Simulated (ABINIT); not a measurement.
**A GW chain in ABINIT: AlN (F-43m)**

How does a plane-wave GW calculation on AlN (F-43m) run from the first input to the gap?

Calculated with ABINIT 10.8.3; PBE and many-body steps on it, plane waves.

### Step 1. Starting point

It takes space group F-43m (No. 216, cubic). Conventional cell: a = 4.368 Å, b = 4.368 Å, c = 4.368 Å, α = 90.00°, β = 90.00°, γ = 90.00°. Nearest to Al lie 4 N at 1.89 Å. Nearest to N lie 4 Al at 1.89 Å. Farther neighbours and most contacts between anions are not listed.

The cell and positions are those that the Materials Project relaxed with its own functionals (PBE, PBE+U or r2SCAN), kept fixed. This is not the form that AlN usually takes at ambient conditions.

### Step 2. Ground state

This step: ABINIT 10.8.3; DFT, PBE, plane waves, norm-conserving pseudopotentials.

The ground-state density comes first.

run.abi reads:

```
acell 3*1.0 Angstrom
rprim 
  -0.000000000000 2.183993559600 2.183993559600
  2.183993559600 -0.000000000000 2.183993559600
  2.183993559600 2.183993559600 -0.000000000000
ntypat 2
znucl 13 7
natom 2
typat 1 2
xred 
  0.000000000000 0.000000000000 0.000000000000
  0.750000000000 0.750000000000 0.750000000000
pp_dirpath "pseudos"
pseudos "Al.upf, N.upf"
ecut 36
ngkpt 8 8 8
nshiftk 1
shiftk 0 0 0
kptopt 1
chksymbreak 0
nband 9
occopt 1
tolvrs 1e-10
nstep 60
prtwf 0
optforces 0
optstress 0
indata_prefix "in"
outdata_prefix "out"
tmpdata_prefix "tmp"
```

On the command line:

```console
> OMP_NUM_THREADS=1 mpirun -n 4 abinit run.abi > log
```

Numbers of over 12 decimals in the logs are rounded to 6 here.

What it wrote:

```text
.Version 10.8.3 of ABINIT. v10.8.2 released Aug 2026.

 Symmetries : space group F-4 3 m (#216); Bravais cF (face-center cubic)
================================================================================
 Values of the parameters that define the memory need of the present run
     intxc =       0    ionmov =       0      iscf =       7    lmnmax =       6
     lnmax =       6     mgfft =      32  mpssoang =       3    mqgrid =    3001
     natom =       2  nloc_mem =       1    nspden =       1   nspinor =       1
    nsppol =       1      nsym =      24    n1xccc =    2501    ntypat =       2
    occopt =       1   xclevel =       2
-    mband =           9        mffmem =           1         mkmem =           8
       mpw =        1475          nfft =       32768          nkpt =          29
================================================================================
  Rough estimation (10% accuracy) of disk space for files :
================================================================================

--------------------------------------------------------------------------------
------------- Echo of variables that govern the present computation ------------
--------------------------------------------------------------------------------
 -outvars: echo values of preprocessed input variables --------
            acell      1.8897261259E+00  1.8897261259E+00  1.8897261259E+00 Bohr

      chksymbreak           0
             ecut      3.60000000E+01 Hartree
-          fftalg         312

              ixc     -101130
              kpt      0.00000000E+00  0.00000000E+00  0.00000000E+00
                       1.25000000E-01  0.00000000E+00  0.00000000E+00
                       2.50000000E-01  0.00000000E+00  0.00000000E+00
                       3.75000000E-01  0.00000000E+00  0.00000000E+00
                       5.00000000E-01  0.00000000E+00  0.00000000E+00
                       1.25000000E-01  1.25000000E-01  0.00000000E+00
                       2.50000000E-01  1.25000000E-01  0.00000000E+00
                       3.75000000E-01  1.25000000E-01  0.00000000E+00
                       5.00000000E-01  1.25000000E-01  0.00000000E+00
   [... 18 further rows ...]
                      -3.75000000E-01  5.00000000E-01  1.25000000E-01
                      -2.50000000E-01  5.00000000E-01  2.50000000E-01
         kptrlatt        8    0    0      0    8    0      0    0    8
          kptrlen      4.66933685E+01
P           mkmem           8
            natom           2
            nband           9
            ngfft          32      32      32
             nkpt          29
            nstep          60
             nsym          24
           ntypat           2
              occ      2.000000  2.000000  2.000000  2.000000  0.000000  0.000000
[...]
optforces           0
        optstress           0
            prtwf           0
            rprim     -0.0000000000E+00  2.1839935596E+00  2.1839935596E+00
[...]
spgroup         216

           tolvrs      1.00000000E-10

             xred      0.0000000000E+00  0.0000000000E+00  0.0000000000E+00
[...]
znucl       13.00000    7.00000

================================================================================

 chkinp: Checking input parameters for consistency.

================================================================================
== DATASET  1 ==================================================================
-   mpi_nproc: 4, omp_nthreads: 1 (-1 if OMP is not activated)

--- !DatasetInfo
iteration_state: {dtset: 1, }
dimensions: {natom: 2, nkpt: 29, mband: 9, nsppol: 1, nspinor: 1, nspden: 1, mpw: 1475, }
cutoff_energies: {ecut:  36.0, pawecutdg:  -1.0, }
electrons: {nelect:   8.00000000E+00, charge:   0.00000000E+00, occopt:   1.00000000E+00, tsmear:   1.00000000E-02, }

 Real(R)+Recip(G) space primitive vectors, cartesian coordinates (Bohr,Bohr^-1):
 R(1)=  0.0000000  4.1271497  4.1271497  G(1)= -0.1211490  0.1211490  0.1211490
 R(2)=  4.1271497  0.0000000  4.1271497  G(2)=  0.1211490 -0.1211490  0.1211490
 R(3)=  4.1271497  4.1271497  0.0000000  G(3)=  0.1211490  0.1211490 -0.1211490
 Unit cell volume ucvol=  1.4059849E+02 bohr^3
 Angles (23,13,12)=  6.00000000E+01  6.00000000E+01  6.00000000E+01 degrees

 getcut: wavevector=  0.0000  0.0000  0.0000  ngfft=  32  32  32
         ecut(hartree)=     36.000   => boxcut(ratio)=   2.02987

--- Pseudopotential description ------------------------------------------------
- Al Generated using ONCVPSP code by D. R. Hamann
- 13.00000   3.00000  171031                  znucl, zion, pspdat
12 -101130 2 -1 1876                          pspcod,pspxc,lmax,lloc,mmax
     nproj     2     2     2
  pspatm : epsatm=    4.08140545
         --- l  ekb(1:nproj) -->
[...]
pspatm: atomic psp has been read  and splines computed

- N Generated using ONCVPSP code by D. R. Hamann
-  7.00000   5.00000  171031                  znucl, zion, pspdat
12 -101130 1 -1 1058                          pspcod,pspxc,lmax,lloc,mmax
     nproj     2     2     0
  pspatm : epsatm=    5.20977870
         --- l  ekb(1:nproj) -->
[...]
1   -4.293905   -1.006988
 pspatm: atomic psp has been read  and splines computed

   7.43294732E+01                                ecore*ucvol(ha*bohr**3)
--------------------------------------------------------------------------------

_setup2: Arith. and geom. avg. npw (full set) are    1449.447    1449.423

================================================================================

--- !BeginCycle
iteration_state: {dtset: 1, }
solver: {iscf: 7, nstep: 60, nline: 4, wfoptalg: 0, }
tolerances: {tolvrs: 1.00E-10, }

     iter   Etot(hartree)      deltaE(h)  residm     vres2
 ETOT  1  -12.634092342631    -1.263E+01 1.154E-01 5.062E+02
 ETOT  2  -12.674579766554    -4.049E-02 1.118E-02 3.909E+02
 ETOT  3  -12.792254021089    -1.177E-01 3.968E-03 7.560E-01
 ETOT  4  -12.792395939617    -1.419E-04 2.268E-03 1.058E-02
 ETOT  5  -12.792396619737    -6.801E-07 1.683E-04 5.916E-04
 ETOT  6  -12.792396656975    -3.724E-08 2.226E-04 2.127E-06
 ETOT  7  -12.792396657092    -1.169E-10 1.632E-05 4.114E-07
 ETOT  8  -12.792396657207    -1.152E-10 2.316E-05 3.147E-09
 ETOT  9  -12.792396657208    -7.461E-13 1.662E-06 3.158E-10
 ETOT 10  -12.792396657208     1.776E-14 2.539E-06 1.021E-11

 At SCF step   10       vres2   =  1.02E-11 < tolvrs=  1.00E-10 =>converged.

--- !ResultsGS
iteration_state: {dtset: 1, }
comment   : Summary of ground state results
lattice_vectors:
- [ -0.0000000,   4.1271497,   4.1271497, ]
- [  4.1271497,  -0.0000000,   4.1271497, ]
- [  4.1271497,   4.1271497,  -0.0000000, ]
lattice_lengths: [   5.83667,    5.83667,    5.83667, ]
lattice_angles: [ 60.000,  60.000,  60.000, ] # degrees, (23, 13, 12)
lattice_volume:   1.4059849E+02
convergence: {deltae:  1.776E-14, res2:  1.021E-11, residm:  2.539E-06, diffor:  0.000E+00, }
etotal    :  -1.27923967E+01
entropy   :   0.00000000E+00
fermie    :   1.89575042E-01
cartesian_stress_tensor: null
pressure_GPa: null
xred      :
- [  0.0000E+00,   0.0000E+00,   0.0000E+00, Al]
- [  7.5000E-01,   7.5000E-01,   7.5000E-01,  N]
cartesian_forces: null
force_length_stats: {min: null, max: null, mean: null, }

 Integrated electronic density in atomic spheres:
 ------------------------------------------------
 Atom  Sphere_radius  Integrated_density
    1        2.00000          1.10832935
    2        2.00000          5.38580503
================================================================================

 ----iterations are completed or convergence reached----

 Mean square residual over all n,k,spin=   11.386E-09; max=  25.386E-07
 reduced coordinates (array xred) for    2 atoms
       0.000000000000      0.000000000000      0.000000000000
       0.750000000000      0.750000000000      0.750000000000
 rms dE/dt=  0.0000E+00; max dE/dt=  0.0000E+00; dE/dt below (all hartree)
    1       0.000000000000      0.000000000000      0.000000000000
    2       0.000000000000      0.000000000000      0.000000000000

 cartesian coordinates (angstrom) at end:
    1      0.000000     0.000000     0.000000
    2      3.275990     3.275990     3.275990
 length scales=  1.889726125908  1.889726125908  1.889726125908 bohr
              =  1.000000000000  1.000000000000  1.000000000000 angstroms
 prteigrs : about to open file out_EIG
 Fermi (or HOMO) energy (hartree) =   0.18958   Average Vxc (hartree)=  -0.39437
 Eigenvalues (hartree) for nkpt=  29  k points:
 kpt#   1, nband=  9, wtk=  0.00195, kpt=  0.0000  0.0000  0.0000 (reduced coord)
  -0.36046    0.18958    0.18958    0.18958    0.34363    0.65223    0.65223    0.65223
   0.84170
 prteigrs : prtvol=0 or 1, do not print more k-points.

--- !EnergyTerms
iteration_state     : {dtset: 1, }
comment             : Components of total free energy in Hartree
kinetic             :  8.18806009915906E+00
hartree             :  2.82096206911135E+00
xc                  : -4.24885300507606E+00
Ewald energy        : -1.08999795989279E+01
psp_core            :  5.28664802613182E-01
local_psp           : -8.51484725719231E+00
non_local_psp       : -6.66403766895545E-01
total_energy        : -1.27923966572082E+01
total_energy_eV     : -3.48098846451088E+02
band_energy         :  3.20550667474452E-02

== END DATASET(S) ==============================================================
================================================================================

 -outvars: echo values of variables after computation  --------
           etotal     -1.2792396657E+01
            nband           9
             nkpt          29
          spgroup         216
 [... the other variables as echoed above ...]

 Calculation completed.
```

Wall time 4.8 s (4 MPI ranks of Intel Xeon 6975P-C (Granite Rapids), shared host); peak memory 0.29 GiB.

Numbers from this step:

```yaml
total_energy: -348.0988 eV
gap: 3.325 eV
k_of_the_valence_top: 0, 0, 0
k_of_the_conduction_bottom: 0.5, 0.5, 0
least_direct_gap: 4.192 eV
```

The gap is indirect, with the least direct gap 0.87 eV higher.

(Part 1 of 3 ends here.)

[Paths, hosts, dates, memory and timing lines, banners, echoed tables and standing remarks are left out of the program output.]

[Logs are printed without paths, hosts, clocks, repeated set-up lines and the standing remarks that a program may print on its own settings, such as how far it seeks lower states.]

[Runs of the session that timed out or met a known fault of the program may be left out.]

[Hosts, paths, dates, database ids (printed as entryN), source tags and the programs' standing remarks are cut or masked in the printed files.]

[G0W0 gaps are taken among the corrected bands and points alone; a level outside them can change the order at an edge.]

[Where Ansatz stands beside ABINIT at settings called matched, ABINIT's density can come from a denser mesh and the files from another edition; pairs whose starting gaps differed by over 0.03 eV were left out, so agreement reads better than it is.]
